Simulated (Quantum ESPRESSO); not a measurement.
# MnF2: turning two sublattices against each other, part 3 of 3

How does the energy of MnF2 follow the angle between its sublattices, and is it a Heisenberg cosine?

Quantum ESPRESSO 7.5; LDA with U = 5 eV on Mn d (ortho-atomic projectors); plane waves with GBRV 1.5 LDA potentials, no spin-orbit coupling.

So far, largest spin moment in the atom's sphere (μB): step 2 (the collinear order that defines the sublattices) 4.23; step 3 (the parallel state in the same cell) 4.24; step 4 (angle 180°, no penalty) 4.23; step 5 (angle 120°, lambda 0.5 Ry) 4.23.

## Step 7: Angle 0°, no penalty

pw.in

```
&CONTROL
  calculation = 'scf'
  prefix = 'pwscf'
  outdir = './tmp'
  pseudo_dir = './pseudo'
  disk_io = 'nowf'
/
&SYSTEM
  ibrav = 0
  celldm(1) = 8
  nat = 6
  ntyp = 2
  ecutwfc = 34
  ecutrho = 238
  nbnd = 78
  occupations = 'smearing'
  smearing = 'fd'
  degauss = 0.00734986
  noncolin = .true.
  starting_magnetization(1) = 0.282
  angle1(1) = 0
  angle2(1) = 0
  starting_magnetization(2) = 0
  nosym = .true.
/
&ELECTRONS
  conv_thr = 6d-08
  electron_maxstep = 150
  mixing_beta = 0.1
/
ATOMIC_SPECIES
Mn     54.9380 mn_lda_v1.5.uspp.F.UPF
F      18.9984 f_lda_v1.4.uspp.F.UPF
CELL_PARAMETERS alat
   1.1512683982751    0.0000000000000    0.0000000000000
   0.0000000000000    1.1512683982751    0.0000000000000
   0.0000000000000    0.0000000000000    0.7820395350998
ATOMIC_POSITIONS crystal
Mn      0.0000000000    0.0000000000    0.0000000000
Mn      0.5000000000    0.5000000000    0.5000000000
F       0.3053000000    0.3053000000    0.0000000000
F       0.1947000000    0.8053000000    0.5000000000
F       0.6947000000    0.6947000000    0.0000000000
F       0.8053000000    0.1947000000    0.5000000000
K_POINTS automatic
4 4 4 0 0 0
HUBBARD {ortho-atomic}
U Mn-3d 5.0000
```

Launch:

```bash
$ OMP_NUM_THREADS=1 mpirun -n 3 pw.x -nk 3 -in pw.in > pw.out
```

The program printed:

```text
     [... lines left out ...]
Program PWSCF v.7.5 starts
     [... lines left out ...]
     number of atoms/cell      =            6
     [... lines left out ...]
     number of electrons       =        58.00
     number of Kohn-Sham states=           78
     kinetic-energy cutoff     =      34.0000  Ry
     charge density cutoff     =     238.0000  Ry
     scf convergence threshold =      6.0E-08
     [... lines left out ...]
     Noncollinear calculation without spin-orbit
     [... lines left out ...]
     No symmetry found
     [... lines left out ...]
     number of k points=    64  Fermi-Dirac smearing, width (Ry)=  0.0073
     [... lines left out ...]
     iteration # 13     ecut=    34.00 Ry     beta= 0.10
     [... lines left out ...]
     atom number    1 relative position :    0.0000   0.0000   0.0000
     [... lines left out ...]
     magnetization :          0.000000    0.000000    4.236647
     [... lines left out ...]
     atom number    2 relative position :    0.5756   0.5756   0.3910
[...]
magnetization :         -0.000000   -0.000000    4.236650
[...]
atom number    3 relative position :    0.3515   0.3515   0.0000
[...]
magnetization :         -0.000000    0.000000    0.070310
     [... lines left out ...]
     atom number    4 relative position :    0.2242   0.9271   0.3910
     [... lines left out ...]
     magnetization :         -0.000000   -0.000000    0.070278
     [... lines left out ...]
     atom number    5 relative position :    0.7998   0.7998   0.0000
     [... lines left out ...]
     magnetization :         -0.000000    0.000000    0.070310
     [... lines left out ...]
     atom number    6 relative position :    0.9271   0.2242   0.3910
     [... lines left out ...]
     magnetization :         -0.000000   -0.000000    0.070278
     [... lines left out ...]
     Tr[ns(  1)] (up, down, total) =   4.98857  0.18862  5.17718
     [... lines left out ...]
     Tr[ns(  2)] (up, down, total) =   4.98857  0.18862  5.17719
     [... lines left out ...]
     the Fermi energy is     6.5776 ev
!    total energy              =    -616.78698939 Ry
     estimated scf accuracy    <          3.4E-09 Ry
     smearing contrib. (-TS)   =      -0.00000003 Ry
     [... lines left out ...]
     total magnetization       =    -0.00    -0.00    10.00 Bohr mag/cell
     absolute magnetization    =    10.00 Bohr mag/cell
     convergence has been achieved in  13 iterations
```

It took 3 min on 3 MPI ranks of Intel Xeon at 2.80GHz (Skylake/Cascade Lake), shared host; peak memory 0.7 GiB; 8.8 min of CPU time.

Numbers from this step:

| Property | Result |
| --- | --- |
| smearing term TS | 3.49e-7 eV |
| magnetization | 0, 0, 10 μB |
| absolute magnetization | 10 μB |
| final state | ferromagnetic |
| largest moment | 4.237 μB |

## Step 8: An input with a fault

One input was spoiled on purpose, to see how the program answers.

pw.in

```
&CONTROL
  calculation = 'scf'
  prefix = 'pwscf'
  outdir = './tmp'
  pseudo_dir = './pseudo'
  disk_io = 'nowf'
/
&SYSTEM
  ibrav = 0
  nat = 6
  ntyp = 3
  lda_plus_u = .true.
  Hubbard_U(1) = 4.0
  ecutwfc = 34
  ecutrho = 238
  nbnd = 39
  occupations = 'smearing'
  smearing = 'fd'
  degauss = 0.00734986
  nspin = 2
  starting_magnetization(1) = 0.3
  starting_magnetization(2) = -0.3
  starting_magnetization(3) = 0
/
&ELECTRONS
  conv_thr = 6d-08
  electron_maxstep = 75
  mixing_beta = 0.1
/
ATOMIC_SPECIES
Mn1    54.9380 mn_lda_v1.5.uspp.F.UPF
Mn2    54.9380 mn_lda_v1.5.uspp.F.UPF
F      18.9984 f_lda_v1.4.uspp.F.UPF
CELL_PARAMETERS angstrom
   4.8738000000    0.0000000000    0.0000000000
   0.0000000000    4.8738000000    0.0000000000
   0.0000000000    0.0000000000    3.3107000000
ATOMIC_POSITIONS crystal
Mn1     0.0000000000    0.0000000000    0.0000000000
Mn2     0.5000000000    0.5000000000    0.5000000000
F       0.3053000000    0.3053000000    0.0000000000
F       0.1947000000    0.8053000000    0.5000000000
F       0.6947000000    0.6947000000    0.0000000000
F       0.8053000000    0.1947000000    0.5000000000
K_POINTS automatic
4 4 4 0 0 0
```

The program printed:

```text
     [... lines left out ...]
Program PWSCF v.7.5 starts
     [... lines left out ...]
     Error in routine  system_checkin (1):
     DFT+Hubbard input syntax has changed since v7.1
 %%%%%%%%%%%%%%%%%%%%%%%%%%%%%%%%%%%%%%%%%%%%%%%%%%%%%%%%%%%%%%%%%%%%%%%%%%%%%%
     stopping ...
```

Run time: 1 s. Hardware: 3 MPI ranks; peak memory 0.04 GiB.

The input was rejected at the start.

The program's message: “system_checkin (1): DFT+Hubbard input syntax has changed since v7.1”

The fault put into the input: the old Hubbard keywords.

## Step 9: The angles together

Not every run of the table is shown above.

Canting:

| lambda (Ry) | typed angle (degrees) | final angle (degrees) | energy less that at the first angle (meV a seeded atom) | penalty energy, not in the total (meV a cell) | largest site moment (μB) | CPU time (s) |
| --- | --- | --- | --- | --- | --- | --- |
| - | 180 | 180 | 0 | 0 | 4.226 | 725.3 |
| 0.5 | 120 | 120.2 | 4.155 | 0.3928 | 4.228 | 2888 |
| 0.5 | 60 | 60.46 | 12.54 | 0.05769 | 4.234 | 601.3 |
| - | 0 | 0 | 16.87 | 0 | 4.237 | 528.8 |

A fit to E = E0 − A cos θ − B cos² θ gives A = -8.43 meV and B = -0.0600 meV a seeded atom.

## Step 10: Results

```
angle of lowest energy      : 180°
range of the energy         : 16.9 meV a seeded atom
range of the largest moment : 4.23 to 4.24 μB
bilinear coefficient A      : -8.43 meV
biquadratic coefficient B   : -0.0600 meV
```

In words: The penalty holds the angles within 0.46° of the typed ones. A is negative, so opposed sublattices are favoured; B is 0.0071 of it in size, but four points for three parameters hardly fix B. The largest moment changes by 0.26 % over the angles. The run at 90° with lambda 0.5 Ry did not converge and is not in the table. This holds for the two sublattices of this cell; other orders were not tried. Without spin–orbit coupling only the angle between the moments matters. The mesh is coarse, so differences of some ten meV can be noise where moments are itinerant. Energies are free energies at an electronic temperature of 1160 K, which lowers moments and differences where the moments are itinerant. The cutoff lies under the 40 Ry that these files are usually run at.

[Long decimals in the printed logs are rounded to 6 places.]

[Logs and program files are shortened in this print: banners, set-up blocks, solver, clock and traceback lines can be left out without a mark of their own.]

[Logs are printed without paths, hosts, clocks, repeated set-up lines and the standing remarks that a program may print on its own settings, such as how far it seeks lower states.]

[Hosts, paths, dates, database ids (printed as entryN), source tags and the programs' standing remarks are cut or masked in the printed files.]

[Where the starting crystal was built by hand or by swapping elements, it need not be the compound's stable phase.]

[Where a cell is said to come from a database of computed structures, the database is the Materials Project.]

[Lattice constants that a cell's source calls measured were typed from memory.]
